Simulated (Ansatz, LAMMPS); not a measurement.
# Amorphous Si0.8Ge0.2 (141 atoms) under strain

How stiff is amorphous Si0.8Ge0.2 (141 atoms), and how do its levels respond to strain?

Calculated with Ansatz 0.2.0; Kohn-Sham DFT, LDA, PAW (set soft_2), plane waves.

### 1. The system as given

The cell holds 141 atoms: 113 Si and 28 Ge. Its edges and angles: a = 14.380 Å, b = 14.380 Å, c = 14.380 Å, α = 90.0°, β = 90.0°, γ = 90.0°. 141 atoms (113 Si, 28 Ge) placed at random at 2.91 g/cm³, melted at 3500 K for 10 ps at fixed volume with the Tersoff potential (Tersoff, Phys. Rev. B 39, 5566 (1989)). Quenched from 3500 K to 300 K at 10 K/ps and fixed volume, held 5 ps, then minimised at fixed cell.

What the set-up can't give: The quench rate of 10 K/ps is many orders above laboratory rates, so the cell is likely richer in defects and strain than a real sample. The network of bonds at the start is that of the classical potential that made the cell, and needn't be the one that DFT or experiment would give. Only the Γ point is sampled.

### 2. Single point at the start

The forces at the start show how far the geometry lies from a minimum of this functional.

File input.yaml:

```yaml
crystal:
  lattice:
    - [14.3798, 0.0, 0.0]
    - [0.0, 14.3798, 0.0]
    - [0.0, 0.0, 14.3798]
  atoms:
    - { symbol: Si, position: [0.07589, 0.14971, 0.41332] }
    - { symbol: Si, position: [0.13246, 0.64311, 0.41429] }
    - { symbol: Si, position: [0.58541, 0.59978, 0.58759] }
    - { symbol: Si, position: [0.05745, 0.29953, 0.34614] }
    - { symbol: Si, position: [0.74258, 0.94668, 0.21614] }
    - { symbol: Si, position: [0.4379, 0.83945, 0.98947] }
    - { symbol: Si, position: [0.91545, 0.35099, 0.28496] }
    - { symbol: Si, position: [0.09072, 0.09958, 0.69401] }
    - { symbol: Si, position: [0.29767, 0.08366, 0.96682] }
    - { symbol: Si, position: [0.16472, 0.32612, 0.22946] }
    - { symbol: Si, position: [0.34497, 0.09348, 0.81198] }
    - { symbol: Si, position: [0.43791, 0.61268, 0.36984] }
    - { symbol: Si, position: [0.82315, 0.36499, 0.53106] }
    - { symbol: Si, position: [0.30945, 0.36398, 0.97556] }
    - { symbol: Si, position: [0.1346, 0.05198, 0.96] }
    - { symbol: Si, position: [0.16609, 0.92604, 0.18356] }
    - { symbol: Si, position: [0.6017, 0.77536, 0.60684] }
    - { symbol: Si, position: [0.69588, 0.06985, 0.32694] }
    - { symbol: Si, position: [0.21393, 0.8017, 0.56834] }
    - { symbol: Si, position: [0.64819, 0.20409, 0.2205] }
    - { symbol: Si, position: [0.11347, 0.82382, 0.43022] }
    - { symbol: Si, position: [0.17392, 0.80757, 0.06996] }
    - { symbol: Si, position: [0.88181, 0.09793, 0.86632] }
    - { symbol: Si, position: [0.96583, 0.71714, 0.61673] }
    - { symbol: Si, position: [0.44508, 0.20152, 0.29069] }
    - { symbol: Si, position: [0.46222, 0.26228, 0.64829] }
    - { symbol: Si, position: [0.54689, 0.47016, 0.33481] }
    - { symbol: Si, position: [0.95683, 0.98262, 0.64122] }
    - { symbol: Si, position: [0.26738, 0.56982, 0.2133] }
    - { symbol: Si, position: [0.60104, 0.9277, 0.5428] }
    - { symbol: Si, position: [0.43513, 0.77156, 0.58216] }
    - { symbol: Si, position: [0.32244, 0.0395, 0.55315] }
    [... 103 atom lines left out ...]
    - { symbol: Ge, position: [0.28177, 0.50272, 0.71366] }
    - { symbol: Ge, position: [0.2304, 0.68138, 0.89067] }
    - { symbol: Ge, position: [0.69628, 0.97542, 0.7862] }
    - { symbol: Ge, position: [0.68063, 0.29193, 0.58715] }
    - { symbol: Ge, position: [0.07791, 0.67011, 0.06107] }
    - { symbol: Ge, position: [0.6922, 0.34933, 0.99945] }
kpoints:
  mp_grid: { grid: [1, 1, 1] }
hamiltonian:
  xc: lda
scf:
  occupations: { method: fermi_dirac, width: 0.025 }
output:
  forces: true
```

Command:

```
> ansatz run input.yaml --threads 8 --pin off --max-ram 15872MiB --backend cpu --events-out ev --progress --plain --runs-dir out
```

Log:

```text
[...]
Pseudopotentials: kind: paw
Pseudopotential: Si, paw, valence charge 4, recommended cutoff 420 eV (normal), Si.paw.azcp
Pseudopotential: Ge, paw, valence charge 14, recommended cutoff 420 eV (normal), Ge.paw.azcp
[... 3 lines on functional and potentials left out ...]
Crystal: 141 atoms, lattice volume = 2973.436 Å³
Basis set: ecut = 420 eV, 57873 PW (Γ)
Bands: 563, of which v1, the nominal top of the filled ones, is band 422 counted from 1 (421 counted from 0)
Symmetry: 1 space group operations
Space group: P1 (ITA 1), of the structure as read, at distance tolerance 1.4e-4 Å
k-points: 1
[... 7 lines on functional and potentials left out ...]
Initial density: superposition of atomic densities (neutral atoms: chi_scale 0, normalization atom), corrected by the library's trained network
Initial wavefunctions: pseudopotential atomic-orbital guess
[...]
SCF iter   1: F=—  HF=-186781.415514 eV  |F-HF|=—  |Δ(HF+E_count)|=         —  Δρ=5.01e-3  dr2=1.81e0  ethr=1.77e-3  ⟨swp⟩=7.0  Hψ=2350  notcnv=0  defer=45
preconditioner: auto → Kerker (q_TF=auto, 2.212 Å⁻¹)  [metal: Δε(μ)=0.017 eV  Ē_g=7.537 eV  σ=0.025 eV  W_gap=0.17  n_scr=514 (ndim 8)  ℏωp=16.2 eV  f_vac=0.008  D(μ)=48.63/eV (n_scr^D=250)]
[...]
SCF iter  11: F=—  HF=-186781.088978 eV  |F-HF|=—  |Δ(HF+E_count)|=   7.02e-8  Δρ=7.96e-7  dr2=1.39e-7  ethr=1.07e-10  ⟨swp⟩=2.0  Hψ=505  notcnv=0  defer=118
SCF iter  12: F=-186781.088978 eV  HF=-186781.088978 eV  |F-HF|=1.39e-8  |Δ(HF+E_count)|=   6.26e-9  Δρ=3.93e-7  dr2=1.75e-8  ethr=1.18e-11  ⟨swp⟩=3.0  Hψ=1261  notcnv=0
SCF 1 converged in 12 iterations: F = -186781.088978 eV  dr2 = 1.75e-8
[...]
SCF converged after 12 iterations
Free energy (F): -186781.088978 eV
Harris-Foulkes:  -186781.088978 eV  (|F-HF|=1.39e-8)
Internal energy: -186780.979542 eV  (E = F + TS)
E sigma→0 (E₀):  -186781.034260 eV
Entropy (-TS):   -0.109435 eV (-0.776 meV/atom)
Fermi energy:    6.389836 eV
--- Per-component energies (eV) ---
[...]
Σ components = -186781.088978   (vs F -186781.088978, Δ=0.00e0)
--- Forces (eV/Å), atoms counted from 1 ---
  atom   1  Si    -0.04771049    -0.17480185    -0.32533832
  atom   2  Si    -0.19238049     0.40376900     0.14602811
  atom   3  Si    -0.37059032    -0.32041655     0.03057086
  atom   4  Si    -0.10252662    -0.06312241     0.41556423
[...]
atom 141  Ge    -0.16816457     0.09441190    -0.02277655
  max |Σ_I F_I| component: 4.41e-5 eV/Å
```

It took 32 s on 8 threads of Arm Neoverse V1, shared host; peak memory 4 GiB.

In the SCF lines HF is the Harris–Foulkes energy and dr2 the Hartree energy of the density residual, in eV; the loop may stop once dr2 is under the threshold and the program's other checks hold. Hψ counts applications of the Hamiltonian.

The r.m.s. force at the start is 0.22 eV/Å.

### 3. Cell and atoms relaxed

Cell and atoms are freed together, to release stress as well as forces.

File input.yaml:

```yaml
crystal:
  lattice:
    - [14.3798, 0.0, 0.0]
    - [0.0, 14.3798, 0.0]
    - [0.0, 0.0, 14.3798]
  atoms:
    [... the 141 atom lines of step 2 ...]
kpoints:
  mp_grid: { grid: [1, 1, 1] }
hamiltonian:
  xc: lda
scf:
  occupations: { method: fermi_dirac, width: 0.025 }
output:
  forces: true
relax:
  f_tol: 0.05
  max_steps: 150
  cell: {}
```

Log:

```text
[...]
Crystal: 141 atoms, lattice volume = 2973.436 Å³
Basis set: ecut = 420 eV, 57873 PW (Γ)
Bands: 563, of which v1, the nominal top of the filled ones, is band 422 counted from 1 (421 counted from 0)
Symmetry: 1 space group operations
[...]
k-points: 1
[...]
SCF iter   1: F=—  HF=-186781.415512 eV  |F-HF|=—  |Δ(HF+E_count)|=         —  Δρ=5.01e-3  dr2=1.81e0  ethr=1.77e-3  ⟨swp⟩=7.0  Hψ=2350  notcnv=0  defer=45
[...]
SCF iter  12: F=-186781.088978 eV  HF=-186781.088978 eV  |F-HF|=1.38e-8  |Δ(HF+E_count)|=   6.11e-9  Δρ=3.94e-7  dr2=1.74e-8  ethr=1.18e-11  ⟨swp⟩=3.0  Hψ=1261  notcnv=0
SCF 1 converged in 12 iterations: F = -186781.088978 eV  dr2 = 1.74e-8
[...]
relax step   1: F+E_penalty+E_count = -186781.08897758 eV  Δ(F+E_penalty+E_count) = +0.000e0 eV  max|allowed force component| = 8.753e-1 eV/Å  Δτ_max = 0.0000 Å  P = -3.164 GPa  Ω = 2973.436 Å³  (12 SCF iters, dr2 threshold 1.00e-7 eV, accepted)
[... from here on, the SCF cycles and remarks between the steps are left out ...]
relax step   2: F+E_penalty+E_count = -186784.25623213 eV  Δ(F+E_penalty+E_count) = -3.167e0 eV  max|allowed force component| = 3.452e-1 eV/Å  Δτ_max = 0.1936 Å  P = -0.629 GPa  Ω = 2864.953 Å³  energy of the carried Pulay correction = +2.551e-2 eV  (7 SCF iters, dr2 threshold 1.41e-5 eV, accepted)
relax step   3: F+E_penalty+E_count = -186785.06830375 eV  Δ(F+E_penalty+E_count) = -8.121e-1 eV  max|allowed force component| = 3.881e-1 eV/Å  Δτ_max = 0.1525 Å  P = +0.408 GPa  Ω = 2820.854 Å³  energy of the carried Pulay correction = +3.615e-2 eV  (7 SCF iters, dr2 threshold 7.45e-6 eV, accepted)
relax step   4: F+E_penalty+E_count = -186785.48521728 eV  Δ(F+E_penalty+E_count) = -4.169e-1 eV  max|allowed force component| = 3.046e-1 eV/Å  Δτ_max = 0.1948 Å  P = +0.183 GPa  Ω = 2823.159 Å³  energy of the carried Pulay correction = +3.559e-2 eV  (7 SCF iters, dr2 threshold 9.41e-6 eV, accepted)
relax step   5: F+E_penalty+E_count = -186785.78324131 eV  Δ(F+E_penalty+E_count) = -2.980e-1 eV  max|allowed force component| = 2.409e-1 eV/Å  Δτ_max = 0.1906 Å  P = +0.002 GPa  Ω = 2826.523 Å³  energy of the carried Pulay correction = +3.477e-2 eV  (6 SCF iters, dr2 threshold 5.80e-6 eV, accepted)
relax step   6: F+E_penalty+E_count = -186786.02521654 eV  Δ(F+E_penalty+E_count) = -2.420e-1 eV  max|allowed force component| = 3.585e-1 eV/Å  Δτ_max = 0.2000 Å  P = -0.038 GPa  Ω = 2825.204 Å³  energy of the carried Pulay correction = +3.509e-2 eV  (6 SCF iters, dr2 threshold 3.63e-6 eV, accepted)
relax step   7: F+E_penalty+E_count = -186786.20161918 eV  Δ(F+E_penalty+E_count) = -1.764e-1 eV  max|allowed force component| = 4.426e-1 eV/Å  Δτ_max = 0.1933 Å  P = -0.059 GPa  Ω = 2824.578 Å³  energy of the carried Pulay correction = +3.524e-2 eV  (6 SCF iters, dr2 threshold 8.03e-6 eV, accepted)
relax step   8: F+E_penalty+E_count = -186786.33311980 eV  Δ(F+E_penalty+E_count) = -1.315e-1 eV  max|allowed force component| = 2.695e-1 eV/Å  Δτ_max = 0.1949 Å  P = -0.017 GPa  Ω = 2823.302 Å³  energy of the carried Pulay correction = +3.555e-2 eV  (6 SCF iters, dr2 threshold 1.22e-5 eV, accepted)
relax step   9: F+E_penalty+E_count = -186786.43480439 eV  Δ(F+E_penalty+E_count) = -1.017e-1 eV  max|allowed force component| = 1.315e-1 eV/Å  Δτ_max = 0.2000 Å  P = +0.023 GPa  Ω = 2824.439 Å³  energy of the carried Pulay correction = +3.528e-2 eV  (6 SCF iters, dr2 threshold 4.54e-6 eV, accepted)
relax step  10: F+E_penalty+E_count = -186786.44164241 eV  Δ(F+E_penalty+E_count) = -6.838e-3 eV  max|allowed force component| = 5.919e-1 eV/Å  Δτ_max = 0.1550 Å  P = +0.022 GPa  Ω = 2823.978 Å³  energy of the carried Pulay correction = +3.539e-2 eV  (8 SCF iters, dr2 threshold 1.08e-6 eV, accepted)
relax step  11: F+E_penalty+E_count = -186786.45696925 eV  Δ(F+E_penalty+E_count) = -1.533e-2 eV  max|allowed force component| = 4.365e-1 eV/Å  Δτ_max = 0.1130 Å  P = +0.031 GPa  Ω = 2824.597 Å³  energy of the carried Pulay correction = +3.524e-2 eV  (6 SCF iters, dr2 threshold 1.41e-5 eV, accepted)
relax step  12: F+E_penalty+E_count = -186786.40818621 eV  Δ(F+E_penalty+E_count) = +4.878e-2 eV  max|allowed force component| = 4.126e-1 eV/Å  Δτ_max = 0.2000 Å  P = +0.024 GPa  Ω = 2824.089 Å³  energy of the carried Pulay correction = +3.536e-2 eV  (7 SCF iters, dr2 threshold 1.19e-5 eV, rejected (line search))
relax step  13: F+E_penalty+E_count = -186786.50397767 eV  Δ(F+E_penalty+E_count) = -4.701e-2 eV  max|allowed force component| = 1.023e-1 eV/Å  Δτ_max = 0.0885 Å  P = -0.009 GPa  Ω = 2825.831 Å³  energy of the carried Pulay correction = +3.494e-2 eV  (12 SCF iters, accepted)
relax step  14: F+E_penalty+E_count = -186786.51825919 eV  Δ(F+E_penalty+E_count) = -1.428e-2 eV  max|allowed force component| = 1.229e-1 eV/Å  Δτ_max = 0.0405 Å  P = -0.008 GPa  Ω = 2825.593 Å³  energy of the carried Pulay correction = +3.500e-2 eV  (6 SCF iters, dr2 threshold 6.54e-7 eV, accepted)
relax step  15: F+E_penalty+E_count = -186786.55326540 eV  Δ(F+E_penalty+E_count) = -3.501e-2 eV  max|allowed force component| = 1.607e-1 eV/Å  Δτ_max = 0.0880 Å  P = -0.012 GPa  Ω = 2825.677 Å³  energy of the carried Pulay correction = +3.498e-2 eV  (7 SCF iters, dr2 threshold 9.45e-7 eV, accepted)
relax step  16: F+E_penalty+E_count = -186786.60641508 eV  Δ(F+E_penalty+E_count) = -5.315e-2 eV  max|allowed force component| = 2.075e-1 eV/Å  Δτ_max = 0.1999 Å  P = -0.049 GPa  Ω = 2826.095 Å³  energy of the carried Pulay correction = +3.487e-2 eV  (7 SCF iters, dr2 threshold 1.61e-6 eV, accepted)
relax step  17: F+E_penalty+E_count = -186786.51562879 eV  Δ(F+E_penalty+E_count) = +9.079e-2 eV  max|allowed force component| = 5.317e-1 eV/Å  Δτ_max = 0.1953 Å  P = +0.019 GPa  Ω = 2826.452 Å³  energy of the carried Pulay correction = +3.479e-2 eV  (6 SCF iters, dr2 threshold 2.69e-6 eV, rejected (line search))
relax step  18: F+E_penalty+E_count = -186786.66426127 eV  Δ(F+E_penalty+E_count) = -5.785e-2 eV  max|allowed force component| = 1.221e-1 eV/Å  Δτ_max = 0.0831 Å  P = -0.005 GPa  Ω = 2825.736 Å³  energy of the carried Pulay correction = +3.496e-2 eV  (10 SCF iters, accepted)
relax step  19: F+E_penalty+E_count = -186786.67832169 eV  Δ(F+E_penalty+E_count) = -1.406e-2 eV  max|allowed force component| = 1.540e-1 eV/Å  Δτ_max = 0.0721 Å  P = -0.008 GPa  Ω = 2825.286 Å³  energy of the carried Pulay correction = +3.507e-2 eV  (6 SCF iters, dr2 threshold 9.32e-7 eV, accepted)
relax step  20: F+E_penalty+E_count = -186786.69403254 eV  Δ(F+E_penalty+E_count) = -1.571e-2 eV  max|allowed force component| = 1.209e-1 eV/Å  Δτ_max = 0.0386 Å  P = +0.005 GPa  Ω = 2824.343 Å³  energy of the carried Pulay correction = +3.530e-2 eV  (6 SCF iters, dr2 threshold 1.48e-6 eV, accepted)
relax step  21: F+E_penalty+E_count = -186786.70114056 eV  Δ(F+E_penalty+E_count) = -7.108e-3 eV  max|allowed force component| = 8.205e-2 eV/Å  Δτ_max = 0.0671 Å  P = -0.007 GPa  Ω = 2823.644 Å³  energy of the carried Pulay correction = +3.547e-2 eV  (6 SCF iters, dr2 threshold 9.13e-7 eV, accepted)
relax step  22: F+E_penalty+E_count = -186786.70255194 eV  Δ(F+E_penalty+E_count) = -1.411e-3 eV  max|allowed force component| = 5.931e-2 eV/Å  Δτ_max = 0.0434 Å  P = +0.008 GPa  Ω = 2823.561 Å³  energy of the carried Pulay correction = +3.549e-2 eV  (6 SCF iters, dr2 threshold 4.21e-7 eV, accepted)
relax step  23: F+E_penalty+E_count = -186786.70487481 eV  Δ(F+E_penalty+E_count) = -2.323e-3 eV  max|allowed force component| = 1.223e-2 eV/Å  Δτ_max = 0.0171 Å  P = +0.001 GPa  Ω = 2823.723 Å³  energy of the carried Pulay correction = +3.545e-2 eV  (6 SCF iters, dr2 threshold 2.20e-7 eV, accepted)
relax step  24: F+E_penalty+E_count = -186786.68051735 eV  Δ(F+E_penalty+E_count) = +2.436e-2 eV  max|allowed force component| = 1.232e-2 eV/Å  Δτ_max = 0.0000 Å  P = -0.010 GPa  Ω = 2823.723 Å³  stress off target by 1.85e-2 GPa  SCF on the basis re-selected at this cell (its energy is not comparable with the rows above)  (6 SCF iters)
basis re-selected at this cell: Δ(F+E_penalty+E_count) = +2.436e-2 eV, ΔP = -0.011 GPa vs the last step (what re-selecting the basis moved, of the pressure what is left beyond the Pulay correction that the steps carried, after the strain that the cell walked since its last selection, [...]
SCF converged after 6 iterations
Free energy (F): -186786.680517 eV
[...]
Internal energy: -186786.675948 eV  (E = F + TS)
E sigma→0 (E₀):  -186786.678233 eV
Entropy (-TS):   -0.004569 eV (-0.032 meV/atom)
Fermi energy:    6.894678 eV
[...]
--- Forces (eV/Å), atoms counted from 1 ---
  atom   1  Si    -0.00055336    -0.00030141     0.00000796
  atom   2  Si     0.00208009    -0.00042393    -0.00096405
  atom   3  Si     0.00067584     0.00304658     0.00246903
  atom   4  Si     0.00076523     0.00005953    -0.00062274
  atom   5  Si     0.00018980    -0.00053483     0.00129065
  atom   6  Si    -0.00011422    -0.00083435     0.00084781
  atom   7  Si    -0.00134454     0.00111994    -0.00009634
  atom   8  Si     0.00059553     0.00218996     0.00057050
  atom   9  Si    -0.00103910     0.00008593     0.00016308
  atom  10  Si    -0.00240095     0.00130025     0.00028675
  atom  11  Si     0.00212866     0.00060807     0.00084236
  atom  12  Si    -0.00116689    -0.00019077     0.00119632
  atom  13  Si     0.00377636     0.00166189     0.00724443
  atom  14  Si    -0.00011373     0.00001266    -0.00069113
[...]
atom 140  Ge    -0.00060529    -0.00046915     0.00144052
  atom 141  Ge     0.00062129    -0.00075102     0.00301237
  max |Σ_I F_I| component: 9.47e-5 eV/Å
--- Stress (GPa, compression-positive) ---
       -0.008471      -0.002470       0.008091
       -0.002470      -0.012673       0.002044
        0.008091       0.002044      -0.008858
  P = ⅓ Tr σ = -0.0100 GPa (-0.100 kbar)
--- Relaxed structure (23 steps of the walk, 21 accepted, 1 SCFs on fresh bases) ---
  F+E_penalty+E_count = -186786.68051735 eV   max|allowed force component| = 1.232e-2 eV/Å   (the final SCF, on the basis selected at the relaxed cell)
  cell:  # Å, volume = 2823.7228 Å³
    - [14.116270, -0.108724, 0.028781]
    - [-0.108724, 13.898083, -0.016298]
    - [0.028781, -0.016298, 14.393807]
  atoms:
    - { symbol: Si, position: [0.076844, 0.129393, 0.396250] }
    - { symbol: Si, position: [0.110398, 0.649137, 0.417988] }
    - { symbol: Si, position: [0.572247, 0.594742, 0.596468] }
    - { symbol: Si, position: [0.054235, 0.283332, 0.332040] }
[...]
- { symbol: Ge, position: [0.685755, 0.348568, 1.003773] }
```

Run time: 9.4 min. Hardware: 8 threads; peak memory 4.1 GiB.

The relaxation converged after 23 steps, with a largest force component of 0.012 eV/Å.

### 4. Single point at the relaxed geometry

The electronic structure is read at the final geometry, in a run of its own.

File input.yaml:

```yaml
crystal:
  lattice:
    - [14.11627, -0.10872, 0.02878]
    - [-0.10872, 13.89808, -0.0163]
    - [0.02878, -0.0163, 14.39381]
  atoms:
    - { symbol: Si, position: [0.07684, 0.12939, 0.39625] }
    - { symbol: Si, position: [0.1104, 0.64914, 0.41799] }
    - { symbol: Si, position: [0.57225, 0.59474, 0.59647] }
    - { symbol: Si, position: [0.05423, 0.28333, 0.33204] }
    - { symbol: Si, position: [0.7543, 0.93128, 0.21093] }
    - { symbol: Si, position: [0.44151, 0.84378, 0.987] }
    [... 129 atom lines left out ...]
    - { symbol: Ge, position: [0.26603, 0.50473, 0.72516] }
    - { symbol: Ge, position: [0.23745, 0.67821, 0.88276] }
    - { symbol: Ge, position: [0.70593, 0.99043, 0.77331] }
    - { symbol: Ge, position: [0.68624, 0.29137, 0.59623] }
    - { symbol: Ge, position: [0.07698, 0.6667, 0.06322] }
    - { symbol: Ge, position: [0.68575, 0.34857, 0.00377] }
kpoints:
  mp_grid: { grid: [1, 1, 1] }
hamiltonian:
  xc: lda
scf:
  occupations: { method: fermi_dirac, width: 0.025 }
output:
  forces: true
  stress: true
  populations: true
  dos:
    method: { smearing: { sigma: 0.15 } }
    de: 0.1
    projected: { site_lists: { Ge: [Ge], Si: [Si] } }
  eigenvalues: true
  write_density: true
  write_potential: true
  volumetric_format: npy
  elf: true
```

Log:

```text
[...]
Crystal: 141 atoms, lattice volume = 2823.723 Å³
Basis set: ecut = 420 eV, 55199 PW (Γ)
Bands: 563, of which v1, the nominal top of the filled ones, is band 422 counted from 1 (421 counted from 0)
Symmetry: 1 space group operations
[...]
k-points: 1
[...]
SCF iter   1: F=—  HF=-186786.978054 eV  |F-HF|=—  |Δ(HF+E_count)|=         —  Δρ=4.94e-3  dr2=1.17e0  ethr=1.77e-3  ⟨swp⟩=6.0  Hψ=2353  notcnv=0  defer=50
[...]
SCF iter   9: F=-186786.680511 eV  HF=-186786.680511 eV  |F-HF|=1.52e-8  |Δ(HF+E_count)|=   1.46e-8  Δρ=5.05e-7  dr2=1.79e-8  ethr=1.18e-11  ⟨swp⟩=17.0  Hψ=4186  notcnv=0
SCF 1 converged in 9 iterations: F = -186786.680511 eV  dr2 = 1.79e-8
[...]
SCF converged after 9 iterations
Free energy (F): -186786.680511 eV
[...]
Internal energy: -186786.675942 eV  (E = F + TS)
E sigma→0 (E₀):  -186786.678226 eV
Entropy (-TS):   -0.004569 eV (-0.032 meV/atom)
Fermi energy:    6.894676 eV
[...]
--- Forces (eV/Å), atoms counted from 1 ---
  atom   1  Si     0.00025602     0.00032705     0.00001876
  atom   2  Si     0.00171938    -0.00103005    -0.00177615
  atom   3  Si     0.00039811     0.00339969     0.00161898
  atom   4  Si     0.00237235     0.00047270    -0.00092696
  atom   5  Si     0.00071279     0.00018532     0.00190751
  atom   6  Si     0.00031879    -0.00110562    -0.00095158
  atom   7  Si    -0.00160000     0.00058443    -0.00037275
  atom   8  Si     0.00052675     0.00231132     0.00004585
  atom   9  Si    -0.00102027     0.00038749     0.00008494
  atom  10  Si    -0.00365058     0.00063768     0.00136031
  atom  11  Si     0.00183014     0.00006879     0.00101381
  atom  12  Si    -0.00093063     0.00038399     0.00172837
  atom  13  Si     0.00376694     0.00139591     0.00713173
  atom  14  Si     0.00019291    -0.00008548    -0.00220840
[...]
atom 140  Ge    -0.00126716     0.00027273     0.00173660
  atom 141  Ge     0.00182589    -0.00161398     0.00343005
  max |Σ_I F_I| component: 8.60e-5 eV/Å
--- Stress (GPa, compression-positive) ---
       -0.008044      -0.002479       0.008397
       -0.002479      -0.012198       0.002175
        0.008397       0.002175      -0.009649
  P = ⅓ Tr σ = -0.0100 GPa (-0.100 kbar)
--- Band table (eV) ---
[...]
--- Löwdin populations: 141 sites ---
  site symbol       q [e]
     0     Si      3.8914
     1     Si      3.8751
     2     Si      3.9731
[...]
140     Ge     14.0022
  spilling = 0.006909 (of n_electrons = 844.000000)
```

Elapsed: 46 s, on 8 threads; peak memory 3.9 GiB; 5.8 min of CPU time.

Read from the output:

```yaml
free_energy: -186786.6805 eV
free_energy_per_atom: -1324.7282 eV/atom
scf_cycles: 9
pressure: -0.009964 GPa
r_m_s_force_component: 0.00217 eV/Å
longest_force: 0.01352 eV/Å
fermi_energy: 6.895 eV
spacing_of_highest_filled_and_lowest_empty_level: 0.2465 eV
spilling_of_the_projection: 0.006909
```

(Part 1 of 3 ends here.)

[Long decimals in the printed logs are rounded to 6 places.]

[Logs are printed without paths, hosts, clocks, repeated set-up lines and the standing remarks that a program may print on its own settings, such as how far it seeks lower states.]

[Hosts, paths, dates, database ids (printed as entryN), source tags and the programs' standing remarks are cut or masked in the printed files.]
